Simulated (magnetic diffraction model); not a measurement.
## Ba2NiWS6: the ordered moment from one line

Space group P6_3/mmc (no. 194), a = 6.8820 Å, c = 23.3160 Å.

| site | atom | x | y | z |
| --- | --- | --- | --- | --- |
| 4e | W | 0 | 0 | 0.6765 |
| 2a | Ba | 0 | 0 | 1/2 |
| 4f | Ba | 1/3 | 2/3 | 0.3820 |
| 2d | Ba | 2/3 | 1/3 | 1/4 |
| 4f | Ni | 2/3 | 1/3 | 0.4453 |
| 6g | S | 1/2 | 0 | 1/2 |
| 12k | S | 0.8355 | 0.6709 | 0.3738 |
| 6h | S | 0.1522 | 0.3045 | 1/4 |

This is a made-up structure (elements placed in a structure type, unrelaxed), so the numbers test the method and describe no known phase.

Only Ni is taken to order (form factors of Ni2+); orders and moment sizes are assumed, and not adapted to the symmetry. Radiation: neutrons of λ = 1.8 Å, 2° to 40°; isotropic B of 0.37 Å² (W), 0.41 Å² (Ba), 0.66 Å² (Ni) and 0.74 Å² (S). The intensities are simulated: I ∝ L Σ (|F_N|² + |F_M⊥|²) for unpolarised neutrons, with F_M = 2.695 fm/μB × Σ f(s) S exp(2πi Q·r) exp(−B s²) at Q = H ± k (one set where k and −k are equivalent), only the part normal to Q counting and L = 1/(sin²θ cos θ). For a modulated order the moment at position r is S exp(−2πi k·r) + c.c., with S = m/2 for a sine wave of amplitude m and S = m(u + iv)/2 for moments turning in a plane, u and v being orthogonal unit vectors in it; the phase factor of the sum at Q = H + k is then exp(2πi H·r). Form factors are spin-only for 3d ions and dipole or tabulated for f ions, scattering lengths are Sears's of 1992, and absorption is left out. A label names one of the reflections at its angle. The strongest nuclear line in the range is 100, and lines under 0.2 are left out.

In a first state the assumed order is k = (0 0 1/4), moments turning in the plane of [001] and [010], 1.76 μB on Ni; signs + at (2/3, 1/3, 0.4453), + at (1/3, 2/3, 0.5547), − at (2/3, 1/3, 0.0547), + at (1/3, 2/3, 0.9453), with this pattern:

```csv
2θ (°),index,nuclear,magnetic
3.32,(0 0 3/4),0.0,9.6
5.53,(0 0 5/4),0.0,3.4
7.75,(0 0 7/4),0.0,1.7
8.86,(0 0 2),27.7,0.0
9.96,(0 0 9/4),0.0,1.0
12.19,(0 0 11/4),0.0,0.7
14.41,(0 0 13/4),0.0,0.5
16.65,(0 0 15/4),0.0,0.3
17.41,(1 0 1/4),0.0,2.8
17.69,(1 0 3/4),0.0,2.7
17.93,(1 0 1),12.4,0.0
18.24,(1 0 5/4),0.0,2.5
18.88,(0 0 17/4),0.0,0.3
19.04,(1 0 7/4),0.0,2.2
19.53,(1 0 2),42.5,0.0
20.06,(1 0 9/4),0.0,1.9
```
(The table stops after 16 lines; 43 more lie at higher angle.)

**Question.** Nearer the ordering temperature the line at 3.32° has total intensity 4.7 on the same scale, and all moments have shrunk alike. How large is the Ni moment?

The nuclear part, 0.0, stays, so the magnetic part is 4.7 against 9.6. It goes as m², so m = 1.76 × √(4.7/9.6) = 1.23 μB; the value used was 1.23 μB.

[Logs are printed without paths, hosts, clocks, repeated set-up lines and the standing remarks that a program may print on its own settings, such as how far it seeks lower states.]
